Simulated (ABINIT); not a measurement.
# CsPbCl3 (Pm-3m): a self-consistent loop beyond G0W0, cycle by cycle, part 2 of 3

Aim: iterate the self-energy on CsPbCl3 (Pm-3m) and follow the gap from cycle to cycle.

ABINIT 10.8.3; PBE and many-body steps on it, plane waves. Known limits of the many-body steps: not at the basis limit; no spin-orbit coupling; coarse k mesh.

So far. Step 5 (evGW0, cycle 1): Against G0W0 in ABINIT (2×2×2 mesh, 240 bands, screening to 130.6 eV, Godby-Needs plasmon pole), the gap moves by +0.301 eV. This first cycle still uses the starting levels; it takes the full correction, at all points of the mesh, and its linearised value is 3.206 eV. Step 6 (evGW0, cycle 2): Against the cycle before, the gap moves by −0.120 eV.

### Step 7. evGW0, cycle 3

Level of this step: evGW0 on PBE, plane waves, norm-conserving pseudopotentials (ABINIT).

Contents of run.abi:

```
acell 3*1.0 Angstrom
rprim 
  5.605000000000 0.000000000000 0.000000000000
  0.000000000000 5.605000000000 0.000000000000
  0.000000000000 0.000000000000 5.605000000000
ntypat 3
znucl 55 82 17
natom 5
typat 1 2 3 3 3
xred 
  0.000000000000 0.000000000000 0.000000000000
  0.500000000000 0.500000000000 0.500000000000
  0.500000000000 0.500000000000 0.000000000000
  0.000000000000 0.500000000000 0.500000000000
  0.500000000000 0.000000000000 0.500000000000
pp_dirpath "pseudos"
pseudos "Cs.upf, Pb.upf, Cl.upf"
ecut 32
ngkpt 2 2 2
nshiftk 1
shiftk 0 0 0
kptopt 1
chksymbreak 0
istwfk *1
occopt 1
irdwfk 1
optdriver 4
nband 240
gwcalctyp 10
ecutsigx 32
symsigma 1
nkptgw 4
kptgw 
  0.0000000000 0.0000000000 0.0000000000
  0.5000000000 0.0000000000 0.0000000000
  0.5000000000 0.5000000000 0.0000000000
  0.5000000000 0.5000000000 0.5000000000
bdgw 
  14 63
  14 63
  14 63
  14 63
ecuteps 4.8
irdscr 1
ppmodel 1
irdqps 1
indata_prefix "in"
outdata_prefix "out"
tmpdata_prefix "tmp"
```

Started as:

```bash
$ OMP_NUM_THREADS=1 mpirun -n 4 abinit run.abi > log
```

Output:

```text
.Version 10.8.3 of ABINIT. v10.8.2 released Aug 2026.

 Symmetries : space group Pm -3 m (#221); Bravais cP (primitive cubic)
[... echo of the input left out ...]
== DATASET  1 ==================================================================
-   mpi_nproc: 4, omp_nthreads: 1 (-1 if OMP is not activated)

--- !DatasetInfo
iteration_state: {dtset: 1, }
dimensions: {natom: 5, nkpt: 4, mband: 240, nsppol: 1, nspinor: 1, nspden: 1, mpw: 10280, }
cutoff_energies: {ecut:  32.0, pawecutdg:  -1.0, }
[...]
.  kptgw no:  2; Maximum DeltaE = (   0.004  -0.000) for band index: 45
.  kptgw no:  3; Maximum DeltaE = (  -0.002  -0.000) for band index: 35
.  kptgw no:  4; Maximum DeltaE = (   0.012   0.003) for band index: 48

== END DATASET(S) ==============================================================
================================================================================

 -outvars: echo values of variables after computation  --------
           etotal      0.0000000000E+00
            nband         240
             nkpt           4
          spgroup         221
 [... the other variables as echoed above ...]

 Calculation completed.
```

The job ended after 15 min (4 MPI ranks of Arm Neoverse V2, shared host; peak memory 3.8 GiB).

Numbers from this step:

```
quasiparticle gap on the mesh                         : 3.396 eV
gap of the density functional on the mesh             : 1.932 eV
k of the valence top                                  : 0.5, 0.5, 0.5
k of the conduction bottom                            : 0.5, 0.5, 0.5
least direct quasiparticle gap on the computed points : 3.396 eV
```

Against the cycle before, the gap moves by +0.009 eV.

### Step 8. Screening, 2×2×2 mesh, 240 bands, screening to 130.6 eV

This step: RPA screening on PBE, plane waves, norm-conserving pseudopotentials.

Edit run.abi of step 7 so:

```diff
@@ -26,22 +26,13 @@
 irdwfk 1
-optdriver 4
+optdriver 3
 nband 240
+ecuteps 4.8
+inclvkb 2
+awtr 1
+symchi 1
 gwcalctyp 10
-ecutsigx 32
-symsigma 1
-nkptgw 4
-kptgw 
-  0.0000000000 0.0000000000 0.0000000000
-  0.5000000000 0.0000000000 0.0000000000
-  0.5000000000 0.5000000000 0.0000000000
-  0.5000000000 0.5000000000 0.5000000000
-bdgw 
-  14 63
-  14 63
-  14 63
-  14 63
-ecuteps 4.8
-irdscr 1
-ppmodel 1
-irdqps 1
+mbpt_sciss 1.646 eV
+nqptdm 1
+qptdm 
+  0 0 0
 indata_prefix "in"
```

Output:

```text
.Version 10.8.3 of ABINIT. v10.8.2 released Aug 2026.

 Symmetries : space group Pm -3 m (#221); Bravais cP (primitive cubic)
[... echo of the input left out ...]
== DATASET  1 ==================================================================
-   mpi_nproc: 4, omp_nthreads: 1 (-1 if OMP is not activated)

--- !DatasetInfo
iteration_state: {dtset: 1, }
dimensions: {natom: 5, nkpt: 4, mband: 240, nsppol: 1, nspinor: 1, nspden: 1, mpw: 10280, }
cutoff_energies: {ecut:  32.0, pawecutdg:  -1.0, }
electrons: {nelect:   5.20000000E+01, charge:   0.00000000E+00, occopt:   1.00000000E+00, tsmear:   1.00000000E-02, }

 SCREENING: Calculation of the susceptibility and dielectric matrices

 Based on a program developped by R.W. Godby, V. Olevano, G. Onida, and L. Reining.
 Incorporated in ABINIT by V. Olevano, G.-M. Rignanese, and M. Torrent.
.Using double precision arithmetic ; gwpc =  8

[... cell and pseudopotentials left out ...]
--------------------------------------------------------------------------------

 ==== K-mesh for the wavefunctions ====
 Number of points in the irreducible wedge :     4
[... list of points left out ...]
 Together with 48 symmetry operations and time-reversal symmetry
 yields     8 points in the full Brillouin Zone.

 ==== Q-mesh for the screening function ====
 Number of points in the irreducible wedge :     4
[... list of points left out ...]
 Together with 48 symmetry operations and time-reversal symmetry
 yields     8 points in the full Brillouin Zone.

 setmesh: FFT mesh size selected  =    40x   40x   40
          total number of points  =        64000

 vcoul_init : cutoff-mode = AUXILIARY_FUNCTION
 q-points for optical limit:   1
     1)      0.000010    0.000020    0.000030

 Dielectric matrix will be calculated only for some
 selected q points provided by the user through the input variables
 nqptdm and qptdm

- screening: taking advantage of time-reversal symmetry
- Maximum band index for partially occupied states nbvw = 26
- Remaining bands to be divided among processors   nbcw = 214
- Number of bands treated by each node ~53

 rdqps: reading QP wavefunctions of the previous step
        looking for file in_QPS
 file not found, 1st iteration initialized with KS eigenelements

 screening : performing a first self-consistency
 update of the energies in W by a scissor operator
 applying a scissor operator of [eV] :   1.646

 Number of electrons calculated from density =   52.0000; Expected =   52.0000
 average of density, n =  0.043760
 r_s =    1.7604
 omega_plasma =   20.1788 [eV]

 calculating chi0 at frequencies [eV] :
  1    0.000000E+00    0.000000E+00
  2    0.000000E+00    2.017881E+01

--------------------------------------------------------------------------------
  q-point number  1        q = ( 0.000000, 0.000000, 0.000000) [r.l.u.]
--------------------------------------------------------------------------------
[... chi0 elements left out ...]
 For q-point:  0.000010 0.000020 0.000030
  dielectric constant =   5.3024
  dielectric constant without local fields =   5.9376

  Average fulfillment of the sum rule on Im[epsilon] for q-point    1 :     76.89  [%]
[... wings left out ...]
== END DATASET(S) ==============================================================
================================================================================

 -outvars: echo values of variables after computation  --------
           etotal      0.0000000000E+00
            nband         240
             nkpt           4
          spgroup         221
 [... the other variables as echoed above ...]

 Calculation completed.
```

Elapsed: 53 s, on 4 MPI ranks; peak memory 2.3 GiB.

Numbers from this step:

```yaml
eps_infinity_with_local_fields_on_this_mesh_along_the_program_s_q_direction: 5.302
the_same_without_local_fields: 5.938
plasma_frequency: 20.18 eV
plane_waves_in_the_screening_matrix: 619
```

This screening uses the functional's bands under a rigid shift, the mean opening of the cycle before.

### Step 9. Screening, 2×2×2 mesh, 240 bands, screening to 130.6 eV

This step: RPA screening on PBE from quasiparticle energies, plane waves, norm-conserving pseudopotentials.

Edit run.abi of step 8 so:

```diff
@@ -32,7 +32,9 @@
 symchi 1
+irdqps 1
 gwcalctyp 10
-mbpt_sciss 1.646 eV
-nqptdm 1
+nqptdm 3
 qptdm 
-  0 0 0
+  0.5000000000 0.0000000000 0.0000000000
+  0.5000000000 0.5000000000 0.0000000000
+  0.5000000000 0.5000000000 0.5000000000
 indata_prefix "in"
```

Contents of mrgscr.stdin:

```
2
merged
q0_SCR
out_SCR
1
```

Started as:

```bash
$ OMP_NUM_THREADS=1 mpirun -n 4 abinit run.abi > log; mrgscr < mrgscr.stdin
```

Output:

```text
.Version 10.8.3 of ABINIT. v10.8.2 released Aug 2026.

 Symmetries : space group Pm -3 m (#221); Bravais cP (primitive cubic)
[... echo of the input left out ...]
== DATASET  1 ==================================================================
-   mpi_nproc: 4, omp_nthreads: 1 (-1 if OMP is not activated)

--- !DatasetInfo
iteration_state: {dtset: 1, }
dimensions: {natom: 5, nkpt: 4, mband: 240, nsppol: 1, nspinor: 1, nspden: 1, mpw: 10280, }
cutoff_energies: {ecut:  32.0, pawecutdg:  -1.0, }
[...]
q-point number  1        q = ( 0.500000, 0.000000, 0.000000) [r.l.u.]
--------------------------------------------------------------------------------
[... chi0 elements left out ...]
  Average fulfillment of the sum rule on Im[epsilon] for q-point    2 :     84.68  [%]

--------------------------------------------------------------------------------
  q-point number  2        q = ( 0.500000, 0.500000, 0.000000) [r.l.u.]
--------------------------------------------------------------------------------
[... chi0 elements left out ...]
  Average fulfillment of the sum rule on Im[epsilon] for q-point    3 :     82.74  [%]

 [... 1 further q-points ...]
```

Run time: 31 s. Hardware: 4 MPI ranks; peak memory 1.9 GiB; 2.1 min of CPU time.

Numbers from this step:

```yaml
plasma_frequency: 20.18 eV
plane_waves_in_the_screening_matrix: 619
```

This screening reads the quasiparticle levels of the cycle before.

### Step 10. evGW, cycle 1

This step: evGW on PBE, plane waves, norm-conserving pseudopotentials.

Edit run.abi of step 9 so:

```diff
@@ -26,12 +26,10 @@
 irdwfk 1
-optdriver 3
+optdriver 4
 nband 240
-ecuteps 4.8
-inclvkb 2
-awtr 1
-symchi 1
-irdqps 1
 gwcalctyp 10
-nqptdm 3
-qptdm 
+ecutsigx 32
+symsigma 1
+nkptgw 4
+kptgw 
+  0.0000000000 0.0000000000 0.0000000000
   0.5000000000 0.0000000000 0.0000000000
@@ -39,2 +37,11 @@
   0.5000000000 0.5000000000 0.5000000000
+bdgw 
+  14 63
+  14 63
+  14 63
+  14 63
+ecuteps 4.8
+irdscr 1
+ppmodel 1
+irdqps 1
 indata_prefix "in"
```

Started as:

```bash
$ OMP_NUM_THREADS=1 mpirun -n 4 abinit run.abi > log
```

Output:

```text
.Version 10.8.3 of ABINIT. v10.8.2 released Aug 2026.

 Symmetries : space group Pm -3 m (#221); Bravais cP (primitive cubic)
[... echo of the input left out ...]
== DATASET  1 ==================================================================
-   mpi_nproc: 4, omp_nthreads: 1 (-1 if OMP is not activated)

--- !DatasetInfo
iteration_state: {dtset: 1, }
dimensions: {natom: 5, nkpt: 4, mband: 240, nsppol: 1, nspinor: 1, nspden: 1, mpw: 10280, }
cutoff_energies: {ecut:  32.0, pawecutdg:  -1.0, }
[...]
.  kptgw no:  2; Maximum DeltaE = (   0.248  -0.000) for band index: 45
.  kptgw no:  3; Maximum DeltaE = (   0.206  -0.002) for band index: 43
.  kptgw no:  4; Maximum DeltaE = (   0.229   0.004) for band index: 48

== END DATASET(S) ==============================================================
================================================================================

 -outvars: echo values of variables after computation  --------
           etotal      0.0000000000E+00
            nband         240
             nkpt           4
          spgroup         221
 [... the other variables as echoed above ...]

 Calculation completed.
```

Run time: 15 min. Hardware: 4 MPI ranks; peak memory 3.8 GiB; 60 min of CPU time.

This step gave:

* quasiparticle gap on the mesh: 3.753 eV
* gap of the density functional on the mesh: 1.932 eV
* k of the valence top: 0.5, 0.5, 0.5
* k of the conduction bottom: 0.5, 0.5, 0.5
* least direct quasiparticle gap on the computed points: 3.753 eV

Against G0W0 in ABINIT (2×2×2 mesh, 240 bands, screening to 130.6 eV, Godby-Needs plasmon pole), the gap moves by +0.547 eV.

### Step 11. Screening, 2×2×2 mesh, 240 bands, screening to 130.6 eV

This step: RPA screening on PBE, plane waves, norm-conserving pseudopotentials.

Edit run.abi of step 10 so:

```diff
@@ -26,22 +26,13 @@
 irdwfk 1
-optdriver 4
+optdriver 3
 nband 240
+ecuteps 4.8
+inclvkb 2
+awtr 1
+symchi 1
 gwcalctyp 10
-ecutsigx 32
-symsigma 1
-nkptgw 4
-kptgw 
-  0.0000000000 0.0000000000 0.0000000000
-  0.5000000000 0.0000000000 0.0000000000
-  0.5000000000 0.5000000000 0.0000000000
-  0.5000000000 0.5000000000 0.5000000000
-bdgw 
-  14 63
-  14 63
-  14 63
-  14 63
-ecuteps 4.8
-irdscr 1
-ppmodel 1
-irdqps 1
+mbpt_sciss 2.048 eV
+nqptdm 1
+qptdm 
+  0 0 0
 indata_prefix "in"
```

Output:

```text
.Version 10.8.3 of ABINIT. v10.8.2 released Aug 2026.

 Symmetries : space group Pm -3 m (#221); Bravais cP (primitive cubic)
[... echo of the input left out ...]
== DATASET  1 ==================================================================
-   mpi_nproc: 4, omp_nthreads: 1 (-1 if OMP is not activated)

--- !DatasetInfo
iteration_state: {dtset: 1, }
dimensions: {natom: 5, nkpt: 4, mband: 240, nsppol: 1, nspinor: 1, nspden: 1, mpw: 10280, }
cutoff_energies: {ecut:  32.0, pawecutdg:  -1.0, }
[...]
[... chi0 elements left out ...]
 For q-point:  0.000010 0.000020 0.000030
  dielectric constant =   5.0237
  dielectric constant without local fields =   5.6113

  Average fulfillment of the sum rule on Im[epsilon] for q-point    1 :     78.00  [%]
[... wings left out ...]
== END DATASET(S) ==============================================================
================================================================================

 -outvars: echo values of variables after computation  --------
           etotal      0.0000000000E+00
            nband         240
             nkpt           4
          spgroup         221
 [... the other variables as echoed above ...]

 Calculation completed.
```

Run time: 55 s. Hardware: 4 MPI ranks; peak memory 2.2 GiB.

This step gave:

```
ε∞ with local fields, on this mesh, along the program's q direction : 5.024
the same without local fields                                       : 5.611
plasma frequency                                                    : 20.18 eV
plane waves in the screening matrix                                 : 619
```

This screening uses the functional's bands under a rigid shift, the mean opening of the cycle before.

### Step 12. Screening, 2×2×2 mesh, 240 bands, screening to 130.6 eV

This step: RPA screening on PBE from quasiparticle energies, plane waves, norm-conserving pseudopotentials.

Edit run.abi of step 11 so:

```diff
@@ -32,7 +32,9 @@
 symchi 1
+irdqps 1
 gwcalctyp 10
-mbpt_sciss 2.048 eV
-nqptdm 1
+nqptdm 3
 qptdm 
-  0 0 0
+  0.5000000000 0.0000000000 0.0000000000
+  0.5000000000 0.5000000000 0.0000000000
+  0.5000000000 0.5000000000 0.5000000000
 indata_prefix "in"
```

mrgscr.stdin is that of step 9.

Started as:

```bash
$ OMP_NUM_THREADS=1 mpirun -n 4 abinit run.abi > log; mrgscr < mrgscr.stdin
```

Output:

```text
.Version 10.8.3 of ABINIT. v10.8.2 released Aug 2026.

 Symmetries : space group Pm -3 m (#221); Bravais cP (primitive cubic)
[... echo of the input left out ...]
== DATASET  1 ==================================================================
-   mpi_nproc: 4, omp_nthreads: 1 (-1 if OMP is not activated)

--- !DatasetInfo
iteration_state: {dtset: 1, }
dimensions: {natom: 5, nkpt: 4, mband: 240, nsppol: 1, nspinor: 1, nspden: 1, mpw: 10280, }
cutoff_energies: {ecut:  32.0, pawecutdg:  -1.0, }
[...]
q-point number  1        q = ( 0.500000, 0.000000, 0.000000) [r.l.u.]
--------------------------------------------------------------------------------
[... chi0 elements left out ...]
  Average fulfillment of the sum rule on Im[epsilon] for q-point    2 :     86.07  [%]

--------------------------------------------------------------------------------
  q-point number  2        q = ( 0.500000, 0.500000, 0.000000) [r.l.u.]
--------------------------------------------------------------------------------
[... chi0 elements left out ...]
  Average fulfillment of the sum rule on Im[epsilon] for q-point    3 :     84.01  [%]

 [... 1 further q-points ...]
```

Run time: 32 s. Hardware: 4 MPI ranks; peak memory 1.9 GiB; 2.1 min of CPU time.

Numbers from this step:

| Property | Result |
| --- | --- |
| plasma frequency | 20.18 eV |
| plane waves in the screening matrix | 619 |

This screening reads the quasiparticle levels of the cycle before.

### Step 13. evGW, cycle 2

This step: evGW on PBE, plane waves, norm-conserving pseudopotentials.

Edit run.abi of step 12 so:

```diff
@@ -26,12 +26,10 @@
 irdwfk 1
-optdriver 3
+optdriver 4
 nband 240
-ecuteps 4.8
-inclvkb 2
-awtr 1
-symchi 1
-irdqps 1
 gwcalctyp 10
-nqptdm 3
-qptdm 
+ecutsigx 32
+symsigma 1
+nkptgw 4
+kptgw 
+  0.0000000000 0.0000000000 0.0000000000
   0.5000000000 0.0000000000 0.0000000000
@@ -39,2 +37,11 @@
   0.5000000000 0.5000000000 0.5000000000
+bdgw 
+  14 63
+  14 63
+  14 63
+  14 63
+ecuteps 4.8
+irdscr 1
+ppmodel 1
+irdqps 1
 indata_prefix "in"
```

Started as:

```bash
$ OMP_NUM_THREADS=1 mpirun -n 4 abinit run.abi > log
```

Output:

```text
.Version 10.8.3 of ABINIT. v10.8.2 released Aug 2026.

 Symmetries : space group Pm -3 m (#221); Bravais cP (primitive cubic)
[... echo of the input left out ...]
== DATASET  1 ==================================================================
-   mpi_nproc: 4, omp_nthreads: 1 (-1 if OMP is not activated)

--- !DatasetInfo
iteration_state: {dtset: 1, }
dimensions: {natom: 5, nkpt: 4, mband: 240, nsppol: 1, nspinor: 1, nspden: 1, mpw: 10280, }
cutoff_energies: {ecut:  32.0, pawecutdg:  -1.0, }
[...]
.  kptgw no:  2; Maximum DeltaE = (   0.039   0.002) for band index: 44
.  kptgw no:  3; Maximum DeltaE = (   0.035  -0.001) for band index: 50
.  kptgw no:  4; Maximum DeltaE = (   0.043   0.002) for band index: 47

== END DATASET(S) ==============================================================
================================================================================

 -outvars: echo values of variables after computation  --------
           etotal      0.0000000000E+00
            nband         240
             nkpt           4
          spgroup         221
 [... the other variables as echoed above ...]

 Calculation completed.
```

Elapsed: 15 min, on 4 MPI ranks; peak memory 3.8 GiB.

Numbers from this step:

```
quasiparticle gap on the mesh                         : 3.801 eV
gap of the density functional on the mesh             : 1.932 eV
k of the valence top                                  : 0.5, 0.5, 0.5
k of the conduction bottom                            : 0.5, 0.5, 0.5
least direct quasiparticle gap on the computed points : 3.801 eV
```

Against the cycle before, the gap moves by +0.048 eV.

### Step 14. Screening, 2×2×2 mesh, 240 bands, screening to 130.6 eV

This step: RPA screening on PBE, plane waves, norm-conserving pseudopotentials.

Edit run.abi of step 13 so:

```diff
@@ -26,22 +26,13 @@
 irdwfk 1
-optdriver 4
+optdriver 3
 nband 240
+ecuteps 4.8
+inclvkb 2
+awtr 1
+symchi 1
 gwcalctyp 10
-ecutsigx 32
-symsigma 1
-nkptgw 4
-kptgw 
-  0.0000000000 0.0000000000 0.0000000000
-  0.5000000000 0.0000000000 0.0000000000
-  0.5000000000 0.5000000000 0.0000000000
-  0.5000000000 0.5000000000 0.5000000000
-bdgw 
-  14 63
-  14 63
-  14 63
-  14 63
-ecuteps 4.8
-irdscr 1
-ppmodel 1
-irdqps 1
+mbpt_sciss 2.101 eV
+nqptdm 1
+qptdm 
+  0 0 0
 indata_prefix "in"
```

Output:

```text
.Version 10.8.3 of ABINIT. v10.8.2 released Aug 2026.

 Symmetries : space group Pm -3 m (#221); Bravais cP (primitive cubic)
[... echo of the input left out ...]
== DATASET  1 ==================================================================
-   mpi_nproc: 4, omp_nthreads: 1 (-1 if OMP is not activated)

--- !DatasetInfo
iteration_state: {dtset: 1, }
dimensions: {natom: 5, nkpt: 4, mband: 240, nsppol: 1, nspinor: 1, nspden: 1, mpw: 10280, }
cutoff_energies: {ecut:  32.0, pawecutdg:  -1.0, }
[...]
[... chi0 elements left out ...]
 For q-point:  0.000010 0.000020 0.000030
  dielectric constant =   4.9900
  dielectric constant without local fields =   5.5720

  Average fulfillment of the sum rule on Im[epsilon] for q-point    1 :     78.14  [%]
[... wings left out ...]
== END DATASET(S) ==============================================================
================================================================================

 -outvars: echo values of variables after computation  --------
           etotal      0.0000000000E+00
            nband         240
             nkpt           4
          spgroup         221
 [... the other variables as echoed above ...]

 Calculation completed.
```

Run time: 53 s. Hardware: 4 MPI ranks; peak memory 2.3 GiB.

This step gave:

- ε∞ with local fields, on this mesh, along the program's q direction: 4.99
- the same without local fields: 5.572
- plasma frequency: 20.18 eV
- plane waves in the screening matrix: 619

This screening uses the functional's bands under a rigid shift, the mean opening of the cycle before.

(Part 2 of 3 ends here.)

[Paths, hosts, dates, memory and timing lines, banners, echoed tables and standing remarks are left out of the program output.]

[Logs are printed without paths, hosts, clocks, repeated set-up lines and the standing remarks that a program may print on its own settings, such as how far it seeks lower states.]

[Runs of the session that timed out or met a known fault of the program may be left out.]

[Hosts, paths, dates, database ids (printed as entryN), source tags and the programs' standing remarks are cut or masked in the printed files.]

[G0W0 gaps are taken among the corrected bands and points alone; a level outside them can change the order at an edge.]

[Where Ansatz stands beside ABINIT at settings called matched, ABINIT's density can come from a denser mesh and the files from another edition; pairs whose starting gaps differed by over 0.03 eV were left out, so agreement reads better than it is.]
